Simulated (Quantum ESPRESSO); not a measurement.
# Bi2Te3 quintuple layer, 1 layer: a series in the field along the normal, part 3 of 4

Wanted: a table for Bi2Te3 quintuple layer, 1 layer against the field along the normal, and what can be fitted to it.

Quantum ESPRESSO 7.5; plane-wave DFT, PBE, PseudoDojo fully relativistic norm-conserving pseudopotentials.

So far. Step 2 (Relaxing cell and ions of the reference):  The last row is no step: it is a fresh SCF in the final cell with a new plane-wave basis, +0 meV from the row before.

## Step 5: Bands along a path, 0 V/Å

Bands along a path place the edges.

The input, m0.bands.in:

```
&control
  prefix = 'm0.bands'
  outdir = './out'
  pseudo_dir = './pseudo'
  calculation = 'bands'
  tefield = .true.
  dipfield = .true.
/
&system
  ibrav = 0
  nat = 5
  ntyp = 2
  ecutwfc = 68
  ecutrho = 272
  occupations = 'smearing'
  smearing = 'fd'
  degauss = 0.002
  edir = 3
  emaxpos = 0.97
  eopreg = 0.04
  eamp = 0.0
  noncolin = .true.
  lspinorb = .true.
  nbnd = 84
/
&electrons
  conv_thr = 1e-07
  mixing_beta = 0.4
  electron_maxstep = 120
  mixing_mode = 'local-TF'
/
ATOMIC_SPECIES
  Te  127.6000  Te.dojo-fr-pbe-0.4-standard.upf
  Bi  208.9804  Bi.dojo-fr-pbe-0.4-standard.upf
CELL_PARAMETERS angstrom
  4.35432553000000 0.00000000000000 0.00000000000000
  -2.17716276500000 3.77095652500000 0.00000000000000
  0.00000000000000 0.00000000000000 24.20000000000000
ATOMIC_POSITIONS crystal
  Te  0.333333333300 0.666666666700 0.343624275700
  Bi  0.666666666700 0.333333333300 0.415638002100
  Te  0.000000000000 0.000000000000 0.500000000000
  Bi  0.333333333300 0.666666666700 0.584361997900
  Te  0.666666666700 0.333333333300 0.656375724300
K_POINTS crystal_b
4
  0.0000000000 0.0000000000 0.0000000000 10
  0.5000000000 0.0000000000 0.0000000000 10
  0.3333333333 0.3333333333 0.0000000000 10
  0.0000000000 0.0000000000 0.0000000000 1
```

Launch:

```sh
$ cp -r out/m0.scf.save out/m0.bands.save
$ cp out/m0.scf.xml out/m0.bands.xml
$ OMP_NUM_THREADS=1 mpirun -n 8 pw.x -nk 8 -in m0.bands.in > m0.bands.out
```

The program printed:

```text
[banner, memory and clock lines left out]
Program PWSCF v.7.5 starts

          URL

     Presently no symmetry can be used with electric field

     Atomic positions and unit cell read from directory:
     ./out/m0.bands.save/

     G-vector sticks info

     bravais-lattice index     =            0
     lattice parameter (alat)  =       8.2285  a.u.
     unit-cell volume          =    2681.5407 (a.u.)^3
     number of atoms/cell      =            5
     number of atomic types    =            2
     number of electrons       =        78.00
     number of Kohn-Sham states=           84
     kinetic-energy cutoff     =      68.0000  Ry
     charge density cutoff     =     272.0000  Ry
     Exchange-correlation= PBE
                           (   1   4   3   4   0   0   0)
     Non magnetic calculation with spin-orbit

     celldm(1)=   8.228483  celldm(2)=   0.000000  celldm(3)=   0.000000
     celldm(4)=   0.000000  celldm(5)=   0.000000  celldm(6)=   0.000000

     crystal axes: (cart. coord. in units of alat)
               a(1) = (   1.000000   0.000000   0.000000 )
               a(2) = (  -0.500000   0.866025   0.000000 )
               a(3) = (   0.000000   0.000000   5.557692 )

     reciprocal axes: (cart. coord. in units 2 pi/alat)
               b(1) = (  1.000000  0.577350 -0.000000 )
               b(2) = (  0.000000  1.154701  0.000000 )
               b(3) = (  0.000000 -0.000000  0.179931 )

     PseudoPot. # 1 for Te read from file:
     ./pseudo/Te.dojo-fr-pbe-0.4-standard.upf
     Pseudo is Norm-conserving + core correction, Zval = 16.0
     Generated using ONCVPSP code by D. R. Hamann
     Using radial grid of 1324 points, 10 beta functions with:
                l(1) =   0
                l(2) =   0
                l(3) =   1
                l(4) =   1
                l(5) =   1
                l(6) =   1
                l(7) =   2
                l(8) =   2
                l(9) =   2
               l(10) =   2

     PseudoPot. # 2 for Bi read from file:
     ./pseudo/Bi.dojo-fr-pbe-0.4-standard.upf
     Pseudo is Norm-conserving + core correction, Zval = 15.0
     Generated using ONCVPSP code by D. R. Hamann
     Using radial grid of 1562 points, 10 beta functions with:
                l(1) =   0
                l(2) =   0
                l(3) =   1
                l(4) =   1
                l(5) =   1
                l(6) =   1
                l(7) =   2
                l(8) =   2
                l(9) =   2
               l(10) =   2

     atomic species   valence    mass     pseudopotential
     Te               16.00   127.60000     Te( 1.00)
     Bi               15.00   208.98040     Bi( 1.00)

     No symmetry found

   Cartesian axes

     site n.     atom                  positions (alat units)
         1        Te     tau(   1) = (  -0.0000000   0.5773503   1.9097579  )
         2        Bi     tau(   2) = (   0.5000000   0.2886751   2.3099880  )
         3        Te     tau(   3) = (   0.0000000   0.0000000   2.7788460  )
         4        Bi     tau(   4) = (  -0.0000000   0.5773503   3.2477040  )
         5        Te     tau(   5) = (   0.5000000   0.2886751   3.6479341  )

     number of k points=    31  Fermi-Dirac smearing, width (Ry)=  0.0020
                       cart. coord. in units 2pi/alat
        k(    1) = (   0.0000000   0.0000000   0.0000000), wk =   0.0322581
        k(    2) = (   0.0500000   0.0288675   0.0000000), wk =   0.0322581
        k(    3) = (   0.1000000   0.0577350   0.0000000), wk =   0.0322581
        k(    4) = (   0.1500000   0.0866025   0.0000000), wk =   0.0322581
        k(    5) = (   0.2000000   0.1154701   0.0000000), wk =   0.0322581
        k(    6) = (   0.2500000   0.1443376   0.0000000), wk =   0.0322581
        k(    7) = (   0.3000000   0.1732051   0.0000000), wk =   0.0322581
        k(    8) = (   0.3500000   0.2020726   0.0000000), wk =   0.0322581
        k(    9) = (   0.4000000   0.2309401   0.0000000), wk =   0.0322581
        k(   10) = (   0.4500000   0.2598076   0.0000000), wk =   0.0322581
        k(   11) = (   0.5000000   0.2886751   0.0000000), wk =   0.0322581
        k(   12) = (   0.4833333   0.3175426   0.0000000), wk =   0.0322581
        k(   13) = (   0.4666667   0.3464102   0.0000000), wk =   0.0322581
        k(   14) = (   0.4500000   0.3752777   0.0000000), wk =   0.0322581
        k(   15) = (   0.4333333   0.4041452   0.0000000), wk =   0.0322581
        k(   16) = (   0.4166667   0.4330127   0.0000000), wk =   0.0322581
        k(   17) = (   0.4000000   0.4618802   0.0000000), wk =   0.0322581
        k(   18) = (   0.3833333   0.4907477   0.0000000), wk =   0.0322581
        k(   19) = (   0.3666667   0.5196152   0.0000000), wk =   0.0322581
        k(   20) = (   0.3500000   0.5484828   0.0000000), wk =   0.0322581
        k(   21) = (   0.3333333   0.5773503   0.0000000), wk =   0.0322581
        k(   22) = (   0.3000000   0.5196152   0.0000000), wk =   0.0322581
        k(   23) = (   0.2666667   0.4618802   0.0000000), wk =   0.0322581
        k(   24) = (   0.2333333   0.4041452   0.0000000), wk =   0.0322581
        k(   25) = (   0.2000000   0.3464102   0.0000000), wk =   0.0322581
        k(   26) = (   0.1666667   0.2886751   0.0000000), wk =   0.0322581
        k(   27) = (   0.1333333   0.2309401   0.0000000), wk =   0.0322581
        k(   28) = (   0.1000000   0.1732051   0.0000000), wk =   0.0322581
        k(   29) = (   0.0666667   0.1154701   0.0000000), wk =   0.0322581
        k(   30) = (   0.0333333   0.0577350   0.0000000), wk =   0.0322581
        k(   31) = (   0.0000000   0.0000000   0.0000000), wk =   0.0322581

     Dense  grid:   203257 G-vectors     FFT dimensions: (  45,  45, 243)

     The potential is recalculated from file :
     ./out/m0.bands.save/charge-density

     Adding external electric field

     Computed dipole along edir(3) :
        Dipole                0.0000 Ry au,          0.0001 Debye
        Dipole field          0.0000 Ry au,

        Potential amp.       -0.0000 Ry
        Total length         43.9021 bohr

     Starting wfcs are   90 randomized atomic wfcs

     Band Structure Calculation
     Davidson diagonalization with overlap

     ethr =  1.28E-10,  avg # of iterations = 30.0

     End of band structure calculation

          k = 0.0000 0.0000 0.0000 ( 25405 PWs)   bands (ev):

   -36.1644 -36.1644 -36.1643 -36.1643 -36.1523 -36.1523 -36.1522 -36.1522
   -36.0392 -36.0392 -36.0052 -36.0052 -34.7019 -34.7019 -34.7018 -34.7018
   -34.6919 -34.6919 -34.6918 -34.6918 -34.6857 -34.6857 -34.6856 -34.6856
   -34.5766 -34.5766 -34.5627 -34.5627 -34.5324 -34.5324 -23.3196 -23.3196
[...]
-20.3204 -20.3204  -9.7796  -9.7796  -9.6108  -9.6108  -9.2533  -9.2533
    -9.1373  -9.1373  -9.0684  -9.0684  -3.4470  -3.4470  -3.1113  -3.1113
    -2.7565  -2.7565  -2.2870  -2.2870  -1.8539  -1.8539  -1.2893  -1.2892
    -0.3514  -0.3514   0.1873   0.1873   0.3671   0.3671   2.4343   2.4343
     2.8286   2.8287   3.5826   3.5826

          k = 0.2667 0.4619 0.0000 ( 25383 PWs)   bands (ev):

   -36.1639 -36.1638 -36.1638 -36.1637 -36.1521 -36.1521 -36.1520 -36.1520
   -36.0391 -36.0391 -36.0047 -36.0047 -34.7011 -34.7010 -34.7010 -34.7009
   -34.6920 -34.6919 -34.6918 -34.6917 -34.6853 -34.6853 -34.6852 -34.6852
   -34.5762 -34.5762 -34.5628 -34.5628 -34.5315 -34.5315 -23.3173 -23.3172
   -23.3156 -23.3155 -23.3113 -23.3113 -23.3106 -23.3105 -20.3403 -20.3403
   -20.3386 -20.3386 -20.3335 -20.3335 -20.3319 -20.3319 -20.3210 -20.3210
   -20.3204 -20.3204 -10.1515 -10.1515  -9.8737  -9.8737  -9.2304  -9.2304
    -8.8794  -8.8794  -8.7431  -8.7431  -3.3885  -3.3885  -3.1115  -3.1115
    -2.5732  -2.5732  -2.1195  -2.1195  -1.8966  -1.8966  -1.1602  -1.1602
    -0.2327  -0.2327   0.1321   0.1321   0.4382   0.4382   2.5083   2.5083
     2.6933   2.6933   3.4734   3.4734

          k = 0.2333 0.4041 0.0000 ( 25409 PWs)   bands (ev):

   -36.1640 -36.1639 -36.1639 -36.1638 -36.1522 -36.1522 -36.1521 -36.1521
   -36.0391 -36.0391 -36.0047 -36.0047 -34.7012 -34.7011 -34.7011 -34.7010
   -34.6920 -34.6919 -34.6919 -34.6918 -34.6854 -34.6854 -34.6853 -34.6853
   -34.5763 -34.5763 -34.5628 -34.5628 -34.5316 -34.5316 -23.3175 -23.3174
   -23.3161 -23.3160 -23.3112 -23.3112 -23.3105 -23.3105 -20.3410 -20.3409
   -20.3390 -20.3390 -20.3327 -20.3327 -20.3317 -20.3317 -20.3215 -20.3215
   -20.3207 -20.3207 -10.5131 -10.5131 -10.1568 -10.1568  -9.2538  -9.2538
    -8.6174  -8.6174  -8.3850  -8.3850  -3.2829  -3.2829  -2.9779  -2.9779
    -2.4347  -2.4347  -1.9554  -1.9554  -1.7199  -1.7199  -1.0257  -1.0256
    -0.1573  -0.1573   0.2231   0.2231   0.4817   0.4817   2.4901   2.4901
     2.6114   2.6114   3.3763   3.3763

          k = 0.2000 0.3464 0.0000 ( 25403 PWs)   bands (ev):

   -36.1640 -36.1640 -36.1639 -36.1639 -36.1522 -36.1522 -36.1521 -36.1521
   -36.0391 -36.0391 -36.0048 -36.0048 -34.7013 -34.7012 -34.7012 -34.7011
   -34.6919 -34.6919 -34.6918 -34.6918 -34.6854 -34.6854 -34.6853 -34.6853
   -34.5763 -34.5763 -34.5628 -34.5628 -34.5317 -34.5317 -23.3177 -23.3177
   -23.3166 -23.3166 -23.3111 -23.3110 -23.3104 -23.3104 -20.3412 -20.3412
   -20.3391 -20.3391 -20.3322 -20.3321 -20.3316 -20.3316 -20.3222 -20.3222
   -20.3212 -20.3212 -10.8476 -10.8476 -10.4360 -10.4360  -9.3189  -9.3189
    -8.3769  -8.3769  -8.0132  -8.0132  -3.0940  -3.0940  -2.7848  -2.7848
    -2.2614  -2.2614  -1.7469  -1.7468  -1.4358  -1.4358  -0.8788  -0.8788
    -0.0708  -0.0708   0.3567   0.3568   0.5190   0.5190   2.3969   2.3969
     2.5704   2.5704   3.2956   3.2956

          k = 0.1667 0.2887 0.0000 ( 25379 PWs)   bands (ev):

   -36.1641 -36.1641 -36.1640 -36.1640 -36.1522 -36.1522 -36.1521 -36.1521
   -36.0391 -36.0391 -36.0049 -36.0049 -34.7014 -34.7013 -34.7013 -34.7012
   -34.6919 -34.6919 -34.6918 -34.6918 -34.6855 -34.6855 -34.6854 -34.6854
   -34.5764 -34.5764 -34.5628 -34.5628 -34.5318 -34.5318 -23.3180 -23.3180
   -23.3173 -23.3172 -23.3110 -23.3109 -23.3103 -23.3103 -20.3412 -20.3412
   -20.3392 -20.3391 -20.3318 -20.3318 -20.3315 -20.3315 -20.3232 -20.3231
   -20.3219 -20.3219 -11.1440 -11.1440 -10.6944 -10.6944  -9.4129  -9.4129
    -8.1784  -8.1784  -7.6475  -7.6475  -2.8395  -2.8395  -2.5060  -2.5060
    -2.0368  -2.0367  -1.4830  -1.4830  -1.1395  -1.1394  -0.6687  -0.6687
    -0.0042  -0.0042   0.4682   0.4683   0.6000   0.6000   2.2372   2.2372
     2.5353   2.5353   3.2470   3.2470

          k = 0.1333 0.2309 0.0000 ( 25363 PWs)   bands (ev):

   -36.1642 -36.1642 -36.1641 -36.1641 -36.1522 -36.1522 -36.1521 -36.1521
   -36.0391 -36.0391 -36.0050 -36.0050 -34.7015 -34.7015 -34.7014 -34.7014
   -34.6919 -34.6919 -34.6918 -34.6918 -34.6856 -34.6855 -34.6855 -34.6854
   -34.5764 -34.5764 -34.5627 -34.5627 -34.5319 -34.5319 -23.3184 -23.3184
   -23.3179 -23.3179 -23.3109 -23.3108 -23.3102 -23.3102 -20.3412 -20.3412
   -20.3394 -20.3394 -20.3314 -20.3314 -20.3312 -20.3311 -20.3241 -20.3241
   -20.3228 -20.3228 -11.3946 -11.3946 -10.9193 -10.9193  -9.5184  -9.5184
    -8.0330  -8.0330  -7.3108  -7.3108  -2.5305  -2.5305  -2.1129  -2.1129
    -1.8240  -1.8240  -1.1487  -1.1486  -0.8316  -0.8316  -0.4247  -0.4247
     0.0162   0.0162   0.5765   0.5766   0.7236   0.7236   2.0253   2.0253
     2.4438   2.4438   3.2172   3.2172

          k = 0.1000 0.1732 0.0000 ( 25335 PWs)   bands (ev):

   -36.1643 -36.1642 -36.1642 -36.1641 -36.1522 -36.1522 -36.1521 -36.1521
   -36.0391 -36.0391 -36.0050 -36.0050 -34.7017 -34.7016 -34.7016 -34.7015
   -34.6919 -34.6919 -34.6918 -34.6918 -34.6856 -34.6856 -34.6855 -34.6855
   -34.5765 -34.5765 -34.5627 -34.5627 -34.5321 -34.5321 -23.3188 -23.3188
   -23.3184 -23.3184 -23.3107 -23.3107 -23.3101 -23.3101 -20.3415 -20.3415
   -20.3399 -20.3399 -20.3308 -20.3308 -20.3306 -20.3306 -20.3250 -20.3250
   -20.3235 -20.3235 -11.5940 -11.5940 -11.1019 -11.1019  -9.6186  -9.6186
    -7.9395  -7.9395  -7.0262  -7.0262  -2.1557  -2.1556  -1.7982  -1.7982
    -1.4447  -1.4447  -0.8372  -0.8371  -0.5003  -0.5003  -0.2123  -0.2123
     0.0830   0.0830   0.6566   0.6566   0.8212   0.8212   1.8279   1.8280
     2.2606   2.2606   3.0669   3.0669

          k = 0.0667 0.1155 0.0000 ( 25383 PWs)   bands (ev):

   -36.1644 -36.1644 -36.1643 -36.1643 -36.1523 -36.1522 -36.1522 -36.1521
   -36.0392 -36.0392 -36.0051 -36.0051 -34.7018 -34.7018 -34.7017 -34.7017
   -34.6919 -34.6919 -34.6918 -34.6918 -34.6857 -34.6856 -34.6856 -34.6855
   -34.5765 -34.5765 -34.5627 -34.5627 -34.5322 -34.5322 -23.3192 -23.3192
   -23.3188 -23.3188 -23.3106 -23.3106 -23.3100 -23.3100 -20.3420 -20.3420
   -20.3405 -20.3405 -20.3301 -20.3301 -20.3299 -20.3299 -20.3257 -20.3256
   -20.3241 -20.3241 -11.7387 -11.7387 -11.2361 -11.2361  -9.6996  -9.6996
    -7.8873  -7.8873  -6.8128  -6.8128  -1.8109  -1.8109  -1.5427  -1.5427
    -0.8978  -0.8978  -0.5621  -0.5620  -0.2730  -0.2730  -0.0243  -0.0243
     0.2566   0.2566   0.6945   0.6945   0.7981   0.7981   1.6350   1.6350
     2.0362   2.0362   2.8595   2.8595

          k = 0.0333 0.0577 0.0000 ( 25411 PWs)   bands (ev):

   -36.1644 -36.1644 -36.1643 -36.1643 -36.1523 -36.1523 -36.1522 -36.1522
   -36.0392 -36.0392 -36.0052 -36.0052 -34.7019 -34.7019 -34.7018 -34.7018
   -34.6919 -34.6919 -34.6918 -34.6918 -34.6857 -34.6857 -34.6856 -34.6856
   -34.5766 -34.5766 -34.5627 -34.5627 -34.5323 -34.5323 -23.3195 -23.3195
   -23.3190 -23.3190 -23.3105 -23.3105 -23.3100 -23.3100 -20.3425 -20.3425
   -20.3410 -20.3410 -20.3295 -20.3295 -20.3293 -20.3293 -20.3261 -20.3261
   -20.3245 -20.3245 -11.8263 -11.8263 -11.3181 -11.3181  -9.7520  -9.7520
    -7.8629  -7.8629  -6.6819  -6.6819  -1.6607  -1.6607  -1.1867  -1.1867
    -0.4231  -0.4231  -0.3201  -0.3201  -0.1003  -0.1003   0.1658   0.1658
     0.3922   0.3922   0.5415   0.5415   0.7749   0.7749   1.3220   1.3220
     1.9761   1.9761   2.6632   2.6632

          k = 0.0000 0.0000 0.0000 ( 25405 PWs)   bands (ev):

   -36.1644 -36.1644 -36.1643 -36.1643 -36.1523 -36.1523 -36.1522 -36.1522
   -36.0392 -36.0392 -36.0052 -36.0052 -34.7019 -34.7019 -34.7018 -34.7018
   -34.6919 -34.6919 -34.6918 -34.6918 -34.6857 -34.6857 -34.6856 -34.6856
   -34.5766 -34.5766 -34.5627 -34.5627 -34.5324 -34.5324 -23.3196 -23.3196
   -23.3191 -23.3191 -23.3105 -23.3105 -23.3100 -23.3100 -20.3427 -20.3427
   -20.3412 -20.3412 -20.3293 -20.3293 -20.3291 -20.3291 -20.3262 -20.3262
   -20.3246 -20.3246 -11.8557 -11.8557 -11.3456 -11.3456  -9.7701  -9.7701
    -7.8560  -7.8560  -6.6380  -6.6380  -1.6221  -1.6221  -1.0054  -1.0054
    -0.3313  -0.3313  -0.1047  -0.1047   0.1077   0.1077   0.1713   0.1713
     0.3431   0.3431   0.5457   0.5457   0.7264   0.7264   1.0810   1.0810
     2.0488   2.0488   2.4787   2.4787

     XML data file, pseudopotentials, collected wavefunctions

                                        0.00s GPU  (     134 calls)
```

Wall time 3.4 min (8 MPI ranks of Arm Neoverse V2, shared host); peak memory 4.2 GiB.

This step gave:

- gap by band count: 0.2457 eV

Band numbers count within the set of bands kept for display. Electronic bands along the path, in eV, zero at the highest filled level of the SCF mesh; v1 is the highest filled band, c1 the lowest empty one:

| point | v4 | v3 | v2 | v1 | c1 | c2 | c3 | c4 |
| --- | --- | --- | --- | --- | --- | --- | --- | --- |
| Γ | -0.29 | -0.29 | -0.11 | -0.11 | 0.25 | 0.25 | 1.21 | 1.21 |
| halfway | -0.48 | -0.48 | -0.09 | -0.09 | 1.02 | 1.02 | 1.98 | 1.98 |
| M | -0.73 | -0.73 | -0.44 | -0.44 | 1.08 | 1.08 | 2.18 | 2.18 |
| halfway | -0.73 | -0.73 | -0.41 | -0.41 | 1.47 | 1.47 | 2.00 | 2.00 |
| K | -0.56 | -0.56 | -0.54 | -0.54 | 1.56 | 1.56 | 2.05 | 2.05 |
| halfway | -0.37 | -0.37 | -0.24 | -0.24 | 1.40 | 1.40 | 1.70 | 1.70 |
| Γ | -0.29 | -0.29 | -0.11 | -0.11 | 0.25 | 0.25 | 1.21 | 1.21 |

Along this path the valence top lies between Γ and M and the conduction bottom at Γ.

## Step 6: Self-consistent run, 0.1 V/Å

The input, m1.scf.in:

```
&control
  prefix = 'm1.scf'
  outdir = './out'
  pseudo_dir = './pseudo'
  calculation = 'scf'
  tprnfor = .true.
  tefield = .true.
  dipfield = .true.
/
&system
  ibrav = 0
  nat = 5
  ntyp = 2
  ecutwfc = 68
  ecutrho = 272
  occupations = 'smearing'
  smearing = 'fd'
  degauss = 0.002
  edir = 3
  emaxpos = 0.97
  eopreg = 0.04
  eamp = 0.00194469
  noncolin = .true.
  lspinorb = .true.
  nbnd = 84
/
&electrons
  conv_thr = 1e-09
  mixing_beta = 0.4
  electron_maxstep = 120
  mixing_mode = 'plain'
  startingpot = 'file'
/
ATOMIC_SPECIES
  Te  127.6000  Te.dojo-fr-pbe-0.4-standard.upf
  Bi  208.9804  Bi.dojo-fr-pbe-0.4-standard.upf
CELL_PARAMETERS angstrom
  4.35432553000000 0.00000000000000 0.00000000000000
  -2.17716276500000 3.77095652500000 0.00000000000000
  0.00000000000000 0.00000000000000 24.20000000000000
ATOMIC_POSITIONS crystal
  Te  0.333333333300 0.666666666700 0.343624275700
  Bi  0.666666666700 0.333333333300 0.415638002100
  Te  0.000000000000 0.000000000000 0.500000000000
  Bi  0.333333333300 0.666666666700 0.584361997900
  Te  0.666666666700 0.333333333300 0.656375724300
K_POINTS automatic
  6 6 1 0 0 0
```

Launch:

```sh
$ cp -r out/m0.scf.save out/m1.scf.save
$ OMP_NUM_THREADS=1 mpirun -n 8 pw.x -nk 2 -in m1.scf.in > m1.scf.out
```

The program printed:

```text
[banner, memory and clock lines left out]
Program PWSCF v.7.5 starts
[...]
number of electrons       =        78.00
     number of Kohn-Sham states=           84
     kinetic-energy cutoff     =      68.0000  Ry
     charge density cutoff     =     272.0000  Ry
[...]
number of k points=    20  Fermi-Dirac smearing, width (Ry)=  0.0020
[...]
Dense  grid:   203257 G-vectors     FFT dimensions: (  45,  45, 243)
     The initial density is read from file :
[...]
Starting wfcs are   90 randomized atomic wfcs
[...]
estimated scf accuracy    <       0.18866019 Ry
[...]
estimated scf accuracy    <      34.74410976 Ry
[...]
estimated scf accuracy    <       0.01585205 Ry
[...]
estimated scf accuracy    <       0.00791000 Ry
[...]
estimated scf accuracy    <       0.00457396 Ry
[...]
estimated scf accuracy    <       0.00262447 Ry
[...]
estimated scf accuracy    <       0.00088737 Ry
[...]
estimated scf accuracy    <       0.00028797 Ry
[...]
estimated scf accuracy    <       0.00004263 Ry
[...]
estimated scf accuracy    <       0.00000018 Ry
[...]
estimated scf accuracy    <       0.00000004 Ry
[...]
estimated scf accuracy    <          5.1E-09 Ry
[...]
estimated scf accuracy    <          5.6E-09 Ry
[...]
Computed dipole along edir(3) :
        Dipole                0.1718 Ry au,          0.4366 Debye
        Dipole field          0.0008 Ry au,
        E field amplitude [Ha a.u.]:  1.9447E-03
        Potential amp.        0.1001 Ry
        Total length         43.9021 bohr
[...]
the Fermi energy is     0.9967 ev
!    total energy              =    -956.51335283 Ry
     estimated scf accuracy    <          3.5E-10 Ry
     smearing contrib. (-TS)   =      -0.00003244 Ry
     internal energy E=F+TS    =    -956.51332040 Ry
[...]
one-electron contribution =   -4004.65472825 Ry
     hartree contribution      =    2013.55197377 Ry
     xc contribution           =    -233.76156823 Ry
     ewald contribution        =    1268.35153208 Ry
     electric field correction =      -0.00052978 Ry
     convergence has been achieved in  14 iterations
[...]
Total force =     0.013798     Total SCF correction =     0.000124
[...]
```

Run time: 5.5 min. Hardware: 8 MPI ranks; peak memory 3.1 GiB.

This step gave:

```
free energy                          : -13014.0271 eV
energy at zero smearing              : -13014.0269 eV
Fermi energy                         : 0.9967 eV
dipole along the normal              : 0.09090 e·Å
valence top, on the run's zero       : 0.8499 eV
conduction bottom, on the run's zero : 1.095 eV
gap by band count                    : 0.2449 eV
```

[end of part 3 of 4]

[Logs are printed without paths, hosts, clocks, repeated set-up lines and the standing remarks that a program may print on its own settings, such as how far it seeks lower states.]

[Hosts, paths, dates, database ids (printed as entryN), source tags and the programs' standing remarks are cut or masked in the printed files.]

[Maps of the electrostatic potential energy from Ansatz leave out the sawtooth potential of an applied field or a dipole correction, so their vacuum need not be flat; planar profiles and work functions include it.]
